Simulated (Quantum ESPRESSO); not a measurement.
# Moments of CoPd7 from a parallel start

Does CoPd7 keep a moment from a parallel start?

Method: PBE; plane waves with GBRV 1.5 PBE potentials, no spin-orbit coupling, in Quantum ESPRESSO 7.5.

## 1. Set-up

It takes space group P4/mmm (No. 123, tetragonal). The conventional cell has a = 3.847 Å, b = 3.847 Å, c = 7.694 Å, α = 90.00°, β = 90.00°, γ = 90.00°. Nearest to Pd lie 10 Pd at 2.72 Å and 2 Co at 2.72 Å. Co has 12 Pd at 2.72 Å nearest. Pd has 4 Co at 2.72 Å and 8 Pd at 2.72 Å nearest. Nearest to Pd lie 12 Pd at 2.72 Å. Nearest to Pd lie 12 Pd at 2.72 Å. Farther neighbours are not listed.

As a file:

```cif
data_structure
_symmetry_space_group_name_H-M 'P4/mmm'
_symmetry_Int_Tables_number 123
_cell_length_a 3.8469
_cell_length_b 3.8469
_cell_length_c 7.6937
_cell_angle_alpha 90.000
_cell_angle_beta 90.000
_cell_angle_gamma 90.000
_cell_volume 113.86
loop_
_atom_site_label
_atom_site_type_symbol
_atom_site_symmetry_multiplicity
_atom_site_Wyckoff_symbol
_atom_site_fract_x
_atom_site_fract_y
_atom_site_fract_z
_atom_site_occupancy
Pd1 Pd 4 i 0.50000 0.00000 0.75000 1
Co1 Co 1 a 0.00000 0.00000 0.00000 1
Pd2 Pd 1 c 0.50000 0.50000 0.00000 1
Pd3 Pd 1 b 0.00000 0.00000 0.50000 1
Pd4 Pd 1 d 0.50000 0.50000 0.50000 1
```

The cell was typed by rule, not taken from a database of measured structures.

## 2. Run 1 (ferro +)

The signs are those of the starting moments on the seeded atoms, the atoms that are given a moment.

Contents of pw.in:

```
&CONTROL
  calculation = 'scf'
  prefix = 'pwscf'
  outdir = './tmp'
  pseudo_dir = './pseudo'
  disk_io = 'nowf'
/
&SYSTEM
  ibrav = 0
  celldm(1) = 8
  nat = 8
  ntyp = 2
  ecutwfc = 40
  ecutrho = 280
  nbnd = 80
  occupations = 'smearing'
  smearing = 'fd'
  degauss = 0.00367493
  nspin = 2
  starting_magnetization(1) = 0
  starting_magnetization(2) = 0.1
/
&ELECTRONS
  conv_thr = 1.6d-08
  electron_maxstep = 150
  mixing_beta = 0.3
/
ATOMIC_SPECIES
Pd    106.4200 pd_pbe_v1.4.uspp.F.UPF
Co     58.9332 co_pbe_v1.2.uspp.F.UPF
CELL_PARAMETERS alat
   0.9086925232087    0.0000000000000    0.0000000000000
   0.0000000000000    0.9086925232087    0.0000000000000
   0.0000000000000    0.0000000000000    1.8173850464174
ATOMIC_POSITIONS crystal
Pd      0.0000000000    0.0000000000    0.0000000000
Pd      0.5000000000    0.5000000000    0.0000000000
Co      0.5000000000    0.0000000000    0.2500000000
Pd      0.0000000000    0.5000000000    0.2500000000
Pd      0.0000000000    0.0000000000    0.5000000000
Pd      0.5000000000    0.5000000000    0.5000000000
Pd      0.5000000000    0.0000000000    0.7500000000
Pd      0.0000000000    0.5000000000    0.7500000000
K_POINTS automatic
9 9 5 0 0 0
```

Command:

```console
> OMP_NUM_THREADS=1 mpirun -n 4 pw.x -nk 4 -in pw.in > pw.out
```

The program printed:

```text
Program PWSCF v.7.5 starts

     Message from routine setup:
     using ibrav=0 with symmetry is DISCOURAGED, use correct ibrav instead

     K-points division:     npool     =       4
     Subspace diagonalization in iterative solution of the eigenvalue problem:

     G-vector sticks info
     --------------------
     sticks:   dense  smooth     PW     G-vecs:    dense   smooth      PW
     Sum        1185     673    193                60885    26267    4207

     Using Slab Decomposition

     bravais-lattice index     =            0
     lattice parameter (alat)  =       8.0000  a.u.
     unit-cell volume          =     768.3354 (a.u.)^3
     number of atoms/cell      =            8
     number of atomic types    =            2
     number of electrons       =       129.00
     number of Kohn-Sham states=           80
     kinetic-energy cutoff     =      40.0000  Ry
     charge density cutoff     =     280.0000  Ry
     scf convergence threshold =      1.6E-08
     mixing beta               =       0.3000
     number of iterations used =            8  plain     mixing
     Exchange-correlation= SLA  PW   PBE  PBE
                           (   1   4   3   4   0   0   0)

     celldm(1)=   8.000000  celldm(2)=   0.000000  celldm(3)=   0.000000
     celldm(4)=   0.000000  celldm(5)=   0.000000  celldm(6)=   0.000000

     crystal axes: (cart. coord. in units of alat)
               a(1) = (   0.908693   0.000000   0.000000 )
               a(2) = (   0.000000   0.908693   0.000000 )
               a(3) = (   0.000000   0.000000   1.817385 )

     reciprocal axes: (cart. coord. in units 2 pi/alat)
               b(1) = (  1.100482  0.000000  0.000000 )
               b(2) = (  0.000000  1.100482  0.000000 )
               b(3) = (  0.000000  0.000000  0.550241 )

     PseudoPot. # 1 for Pd read from file:
     pd_pbe_v1.4.uspp.F.UPF
     Pseudo is Ultrasoft + core correction, Zval = 16.0
     Generated by new atomic code, or converted to UPF format
     Using radial grid of  887 points,  6 beta functions with:
                l(1) =   0
                l(2) =   0
                l(3) =   1
                l(4) =   1
                l(5) =   2
                l(6) =   2
     Q(r) pseudized with  8 coefficients,  rinner =    1.130   1.130   1.130
                                                       1.130   1.130

     PseudoPot. # 2 for Co read from file:
     co_pbe_v1.2.uspp.F.UPF
     Pseudo is Ultrasoft + core correction, Zval = 17.0
     Generated by new atomic code, or converted to UPF format
     Using radial grid of  863 points,  6 beta functions with:
                l(1) =   0
                l(2) =   0
                l(3) =   1
                l(4) =   1
                l(5) =   2
                l(6) =   2
     Q(r) pseudized with  8 coefficients,  rinner =    1.200   1.200   1.200
                                                       1.200   1.200

     atomic species   valence    mass     pseudopotential
     Pd               16.00   106.42000     Pd( 1.00)
     Co               17.00    58.93320     Co( 1.00)

     Starting magnetic structure
     atomic species   magnetization
     Pd              0.000
     Co              0.100

     16 Sym. Ops., with inversion, found (12 have fractional translation)

   Cartesian axes

     site n.     atom                  positions (alat units)
         1        Pd     tau(   1) = (   0.0000000   0.0000000   0.0000000  )
         2        Pd     tau(   2) = (   0.4543463   0.4543463   0.0000000  )
         3        Co     tau(   3) = (   0.4543463   0.0000000   0.4543463  )
         4        Pd     tau(   4) = (   0.0000000   0.4543463   0.4543463  )
         5        Pd     tau(   5) = (   0.0000000   0.0000000   0.9086925  )
         6        Pd     tau(   6) = (   0.4543463   0.4543463   0.9086925  )
         7        Pd     tau(   7) = (   0.4543463   0.0000000   1.3630388  )
         8        Pd     tau(   8) = (   0.0000000   0.4543463   1.3630388  )

     number of k points=    45  Fermi-Dirac smearing, width (Ry)=  0.0037
                       cart. coord. in units 2pi/alat
        k(    1) = (   0.0000000   0.0000000   0.0000000), wk =   0.0024691
        k(    2) = (   0.0000000   0.0000000   0.1100482), wk =   0.0049383
        k(    3) = (   0.0000000   0.0000000   0.2200965), wk =   0.0049383
        k(    4) = (   0.0000000   0.1222758   0.0000000), wk =   0.0098765
        k(    5) = (   0.0000000   0.1222758   0.1100482), wk =   0.0197531
        [... 40 further k-points ...]

     Dense  grid:    60885 G-vectors     FFT dimensions: (  40,  40,  80)

     Smooth grid:    26267 G-vectors     FFT dimensions: (  30,  30,  60)

     Check: negative core charge=   -0.000006
     Generating pointlists ...
     new r_m :   0.2650 (alat units)  2.1204 (a.u.) for type    1
     new r_m :   0.2650 (alat units)  2.1204 (a.u.) for type    2

     Initial potential from superposition of free atoms

     starting charge     124.4999, renormalised to     129.0000

     negative rho (up, down):  2.881E-01 2.881E-01
     Starting wfcs are   97 randomized atomic wfcs

     Self-consistent Calculation

     iteration #  1     ecut=    40.00 Ry     beta= 0.30
     Davidson diagonalization with overlap
     ethr =  1.00E-02,  avg # of iterations =  2.8

     negative rho (up, down):  2.869E-01 2.869E-01

     total energy              =   -1681.87643016 Ry
     estimated scf accuracy    <      24.66096237 Ry

     total magnetization       =     0.35 Bohr mag/cell
     absolute magnetization    =     0.47 Bohr mag/cell

     iteration #  2     ecut=    40.00 Ry     beta= 0.30
     Davidson diagonalization with overlap
     ethr =  1.00E-02,  avg # of iterations =  3.5

     negative rho (up, down):  2.883E-01 2.883E-01

     total energy              =   -1680.48116317 Ry
     estimated scf accuracy    <     166.65020432 Ry

     total magnetization       =     0.05 Bohr mag/cell
     absolute magnetization    =     0.08 Bohr mag/cell

     iteration #  3     ecut=    40.00 Ry     beta= 0.30
     Davidson diagonalization with overlap
     ethr =  1.00E-02,  avg # of iterations =  3.8

     negative rho (up, down):  2.888E-01 2.888E-01

     total energy              =   -1688.65885481 Ry
     estimated scf accuracy    <       3.27695743 Ry

     total magnetization       =     1.71 Bohr mag/cell
     absolute magnetization    =     1.89 Bohr mag/cell

     [... further iterations left out ...]

     iteration # 23     ecut=    40.00 Ry     beta= 0.30
     Davidson diagonalization with overlap
     ethr =  2.41E-10,  avg # of iterations =  2.0

     negative rho (up, down):  2.933E-01 2.899E-01

     total energy              =   -1689.39025916 Ry
     estimated scf accuracy    <       0.00000013 Ry

     total magnetization       =     4.15 Bohr mag/cell
     absolute magnetization    =     4.53 Bohr mag/cell

     iteration # 24     ecut=    40.00 Ry     beta= 0.30
     Davidson diagonalization with overlap
     ethr =  1.02E-10,  avg # of iterations =  1.1

     negative rho (up, down):  2.933E-01 2.899E-01

     total energy              =   -1689.39025921 Ry
     estimated scf accuracy    <       0.00000007 Ry

     total magnetization       =     4.15 Bohr mag/cell
     absolute magnetization    =     4.53 Bohr mag/cell

     iteration # 25     ecut=    40.00 Ry     beta= 0.30
     Davidson diagonalization with overlap
     ethr =  5.34E-11,  avg # of iterations =  1.8

     negative rho (up, down):  2.933E-01 2.899E-01

     total energy              =   -1689.39025924 Ry
     estimated scf accuracy    <       0.00000010 Ry

     total magnetization       =     4.15 Bohr mag/cell
     absolute magnetization    =     4.53 Bohr mag/cell

     iteration # 26     ecut=    40.00 Ry     beta= 0.30
     Davidson diagonalization with overlap
     ethr =  5.34E-11,  avg # of iterations =  1.6

     negative rho (up, down):  2.933E-01 2.899E-01

     Magnetic moment per site  (integrated on atomic sphere of radius R)
     atom   1 (R=0.265)  charge= 14.4165  magn=  0.3102
     atom   2 (R=0.265)  charge= 14.4165  magn=  0.3102
     atom   3 (R=0.265)  charge= 15.8160  magn=  2.2359
     atom   4 (R=0.265)  charge= 14.4008  magn=  0.3416
     atom   5 (R=0.265)  charge= 14.4165  magn=  0.3102
     atom   6 (R=0.265)  charge= 14.4165  magn=  0.3102
     atom   7 (R=0.265)  charge= 14.4346  magn=  0.2061
     atom   8 (R=0.265)  charge= 14.4240  magn=  0.2911

     End of self-consistent calculation

     [... lines left out ...]
     the Fermi energy is    18.9527 ev

!    total energy              =   -1689.39025927 Ry
     estimated scf accuracy    <          7.4E-09 Ry
     smearing contrib. (-TS)   =      -0.00694450 Ry
     internal energy E=F+TS    =   -1689.38331476 Ry

     The total energy is F=E-TS. E is the sum of the following terms:
     one-electron contribution =    -466.46656357 Ry
     hartree contribution      =     341.55796182 Ry
     xc contribution           =    -252.38086494 Ry
     ewald contribution        =   -1312.09384808 Ry

     total magnetization       =     4.16 Bohr mag/cell
     absolute magnetization    =     4.53 Bohr mag/cell

     convergence has been achieved in  26 iterations

=------------------------------------------------------------------------------=
   JOB DONE.
=------------------------------------------------------------------------------=
```

It took 4.6 min on 4 MPI ranks of Arm Neoverse V1, shared host; peak memory 0.91 GiB.

Spin moment in the atom's sphere by atom:

| atom | spin moment in the atom's sphere (μB) |
| --- | --- |
| Pd1 | 0.31 |
| Pd2 | 0.31 |
| Co3 | 2.24 |
| Pd4 | 0.34 |
| Pd5 | 0.31 |
| Pd6 | 0.31 |
| Pd7 | 0.21 |
| Pd8 | 0.29 |

Numbers from this step:

- smearing term TS: 0.09448 eV
- magnetization: 4.156 μB
- absolute magnetization: 4.532 μB
- final state: ferromagnetic

Spin density in the ac plane at fractional y = 0.000, with atoms of Pd and Co within 0.2 Å of it.

Ten even steps from '_' (0.0 e/Å³) to '@' (6.8 e/Å³), each cell a mean:
```
____________________________
____________________________
____________________________
____________________________
____________________________
____________________________
____________________________
____________________________
____________________________
____________________________
____________________________
____________________________
____________________________
____________________________
____________________________
____________________________
____________::--..__________
__________..**@@==__________
__________..--++--__________
______________..____________
____________________________
____________________________
____________________________
____________________________
```
Columns run along a (3.8 Å), rows up along c (7.7 Å). Atoms in or near the plane, at fractional coordinates: Pd at (0.00, 0.00), Co at (0.50, 0.25), Pd at (0.00, 0.50), Pd at (0.50, 0.75).

Valence density in the ac plane at fractional y = 0.000, with atoms of Pd and Co within 0.2 Å of it. It is the smooth field of the valence electrons, not physical close to the nuclei.

Values in e/Å³, 24 rows by 14 columns, each cell a mean:
```
 6  9  4  1  0  0  0  0  0  0  0  2  6  9
 6  4  2  1  0  0  0  0  0  0  0  1  2  5
 1  1  1  0  0  0  1  1  0  0  0  0  1  1
 0  0  0  0  1  1  3  3  2  1  0  0  0  0
 0  0  0  0  1  5  8  8  8  3  1  0  0  0
 0  0  0  1  2  8  6 -3  8  5  1  0  0  0
 0  0  0  0  2  6  9  6  9  4  1  0  0  0
 0  0  0  0  1  2  5  6  4  2  1  0  0  0
 1  0  0  0  0  1  1  1  1  1  0  0  0  1
 3  2  1  0  0  0  0  0  0  0  0  1  1  3
 8  8  3  1  0  0  0  0  0  0  0  1  5  8
-3  8  5  1  0  0  0  0  0  0  1  2  8  6
 6  9  4  1  0  0  0  0  0  0  0  2  6  9
 6  4  2  1  0  0  0  0  0  0  0  1  2  5
 1  1  1  0  0  0  0  0  0  0  0  0  1  1
 0  0  0  0  0  1  2  2  1  1  0  0  0  0
 0  0  0  0  1  4 11 17  9  2  0  0  0  0
 0  0  0  0  1  8 28 42 22  4  1  0  0  0
 0  0  0  0  1  5 18 27 14  3  1  0  0  0
 0  0  0  0  0  1  4  6  3  1  0  0  0  0
 1  0  0  0  0  0  1  1  1  0  0  0  0  1
 3  2  1  0  0  0  0  0  0  0  0  1  1  3
 8  8  3  1  0  0  0  0  0  0  0  1  5  8
-3  8  5  1  0  0  0  0  0  0  1  2  8  6
```
Columns run along a (3.8 Å), rows up along c (7.7 Å). Atoms in or near the plane, at fractional coordinates: Pd at (0.00, 0.00), Co at (0.50, 0.25), Pd at (0.00, 0.50), Pd at (0.50, 0.75).

## 3. Start 2: no spin polarisation

pw.in: that of step 2 with these lines changed.

```diff
@@ -14,3 +14,3 @@
   ecutrho = 280
-  nbnd = 80
+  nbnd = 79
   occupations = 'smearing'
@@ -18,5 +18,2 @@
   degauss = 0.00367493
-  nspin = 2
-  starting_magnetization(1) = 0
-  starting_magnetization(2) = 0.1
 /
```

The program printed:

```text
[banner, memory and clock lines left out]
Program PWSCF v.7.5 starts

     Message from routine setup:
     using ibrav=0 with symmetry is DISCOURAGED, use correct ibrav instead

     bravais-lattice index     =            0
     lattice parameter (alat)  =       8.0000  a.u.
     unit-cell volume          =     768.3354 (a.u.)^3
     number of atoms/cell      =            8
     number of atomic types    =            2
     number of electrons       =       129.00
     number of Kohn-Sham states=           79
     kinetic-energy cutoff     =      40.0000  Ry
     charge density cutoff     =     280.0000  Ry
     scf convergence threshold =      1.6E-08
     mixing beta               =       0.3000
     number of iterations used =            8  plain     mixing
     Exchange-correlation= SLA  PW   PBE  PBE
                           (   1   4   3   4   0   0   0)

     celldm(1)=   8.000000  celldm(2)=   0.000000  celldm(3)=   0.000000
     celldm(4)=   0.000000  celldm(5)=   0.000000  celldm(6)=   0.000000

     crystal axes: (cart. coord. in units of alat)
               a(1) = (   0.908693   0.000000   0.000000 )
               a(2) = (   0.000000   0.908693   0.000000 )
               a(3) = (   0.000000   0.000000   1.817385 )

     reciprocal axes: (cart. coord. in units 2 pi/alat)
               b(1) = (  1.100482  0.000000  0.000000 )
               b(2) = (  0.000000  1.100482  0.000000 )
               b(3) = (  0.000000  0.000000  0.550241 )

     PseudoPot. # 1 for Pd read from file:
     pd_pbe_v1.4.uspp.F.UPF
     Pseudo is Ultrasoft + core correction, Zval = 16.0

     PseudoPot. # 2 for Co read from file:
     co_pbe_v1.2.uspp.F.UPF
     Pseudo is Ultrasoft + core correction, Zval = 17.0

     atomic species   valence    mass     pseudopotential
     Pd               16.00   106.42000     Pd( 1.00)
     Co               17.00    58.93320     Co( 1.00)

     16 Sym. Ops., with inversion, found (12 have fractional translation)

   Cartesian axes

     site n.     atom                  positions (alat units)
         1        Pd     tau(   1) = (   0.0000000   0.0000000   0.0000000  )
         2        Pd     tau(   2) = (   0.4543463   0.4543463   0.0000000  )
         3        Co     tau(   3) = (   0.4543463   0.0000000   0.4543463  )
         4        Pd     tau(   4) = (   0.0000000   0.4543463   0.4543463  )
         5        Pd     tau(   5) = (   0.0000000   0.0000000   0.9086925  )
         6        Pd     tau(   6) = (   0.4543463   0.4543463   0.9086925  )
         7        Pd     tau(   7) = (   0.4543463   0.0000000   1.3630388  )
         8        Pd     tau(   8) = (   0.0000000   0.4543463   1.3630388  )

     number of k points=    45  Fermi-Dirac smearing, width (Ry)=  0.0037
                       cart. coord. in units 2pi/alat
        k(    1) = (   0.0000000   0.0000000   0.0000000), wk =   0.0049383
        k(    2) = (   0.0000000   0.0000000   0.1100482), wk =   0.0098765
        k(    3) = (   0.0000000   0.0000000   0.2200965), wk =   0.0098765
        k(    4) = (   0.0000000   0.1222758   0.0000000), wk =   0.0197531
        k(    5) = (   0.0000000   0.1222758   0.1100482), wk =   0.0395062
        [... 40 further k-points ...]

     Dense  grid:    60885 G-vectors     FFT dimensions: (  40,  40,  80)

     Smooth grid:    26267 G-vectors     FFT dimensions: (  30,  30,  60)

     Check: negative core charge=   -0.000006

     Initial potential from superposition of free atoms

     starting charge     124.4999, renormalised to     129.0000

     negative rho (up, down):  5.762E-01 0.000E+00
     Starting wfcs are   97 randomized atomic wfcs

     Self-consistent Calculation

     iteration #  1     ecut=    40.00 Ry     beta= 0.30
     Davidson diagonalization with overlap
     ethr =  1.00E-02,  avg # of iterations =  2.5

     negative rho (up, down):  5.737E-01 0.000E+00

     total energy              =   -1681.76036993 Ry
     estimated scf accuracy    <      24.86451300 Ry

     iteration #  2     ecut=    40.00 Ry     beta= 0.30
     Davidson diagonalization with overlap
     ethr =  1.00E-02,  avg # of iterations =  3.8

     negative rho (up, down):  5.766E-01 0.000E+00

     total energy              =   -1680.45626023 Ry
     estimated scf accuracy    <     169.11714272 Ry

     [... further iterations left out ...]

     iteration # 18     ecut=    40.00 Ry     beta= 0.30
     Davidson diagonalization with overlap
     ethr =  1.67E-10,  avg # of iterations =  2.0

     negative rho (up, down):  5.834E-01 0.000E+00

     total energy              =   -1689.34001253 Ry
     estimated scf accuracy    <       0.00000004 Ry

     iteration # 19     ecut=    40.00 Ry     beta= 0.30
     Davidson diagonalization with overlap
     ethr =  3.41E-11,  avg # of iterations =  1.2

     negative rho (up, down):  5.834E-01 0.000E+00

     End of self-consistent calculation

     [... lines left out ...]
     the Fermi energy is    18.8637 ev

!    total energy              =   -1689.34001253 Ry
     estimated scf accuracy    <       0.00000001 Ry
     smearing contrib. (-TS)   =      -0.01284259 Ry
     internal energy E=F+TS    =   -1689.32716994 Ry

     The total energy is F=E-TS. E is the sum of the following terms:
     one-electron contribution =    -466.73906808 Ry
     hartree contribution      =     341.76111724 Ry
     xc contribution           =    -252.25537101 Ry
     ewald contribution        =   -1312.09384808 Ry

     convergence has been achieved in  19 iterations
```

Wall time 1.8 min (4 MPI ranks); peak memory 0.67 GiB.

Read from the output:

| Property | Result |
| --- | --- |
| smearing term TS | 0.1747 eV |
| final state | non-magnetic (no spin polarisation) |

## 4. Energies of the orders

An order is kept where moments of 0.15 μB or more survive with the typed signs; meshes match where a doubled cell samples the same k points as the first cell.

Orders:

| start | final state | typed order kept | energy over the lowest (meV a seeded atom) | largest site moment (μB) | net moment (μB a cell of the first run) | mesh matched | CPU time (s) |
| --- | --- | --- | --- | --- | --- | --- | --- |
| ferro + | ferromagnetic | yes | 0 | 2.236 | 4.156 | yes | 1113 |
| no spin polarisation | non-magnetic | - | 683.6 | 0 | 0 | yes | 430.6 |

## 5. Summary of results

| Property | Result |
| --- | --- |
| state found | ferromagnetic (from ferro +) |
| largest site moment | 2.24 μB |
| state without moments | 684 meV a seeded atom higher |

In words: No opposed start was run, so this says nothing of the order that the crystal takes. The cell was built by rule and the atoms were not relaxed, which can move these energies.

[Logs and program files are shortened in this print: banners, set-up blocks, solver, clock and traceback lines can be left out without a mark of their own.]

[Logs are printed without paths, hosts, clocks, repeated set-up lines and the standing remarks that a program may print on its own settings, such as how far it seeks lower states.]

[Hosts, paths, dates, database ids (printed as entryN), source tags and the programs' standing remarks are cut or masked in the printed files.]

[Where a cell is said to come from a database of computed structures, the database is the Materials Project.]
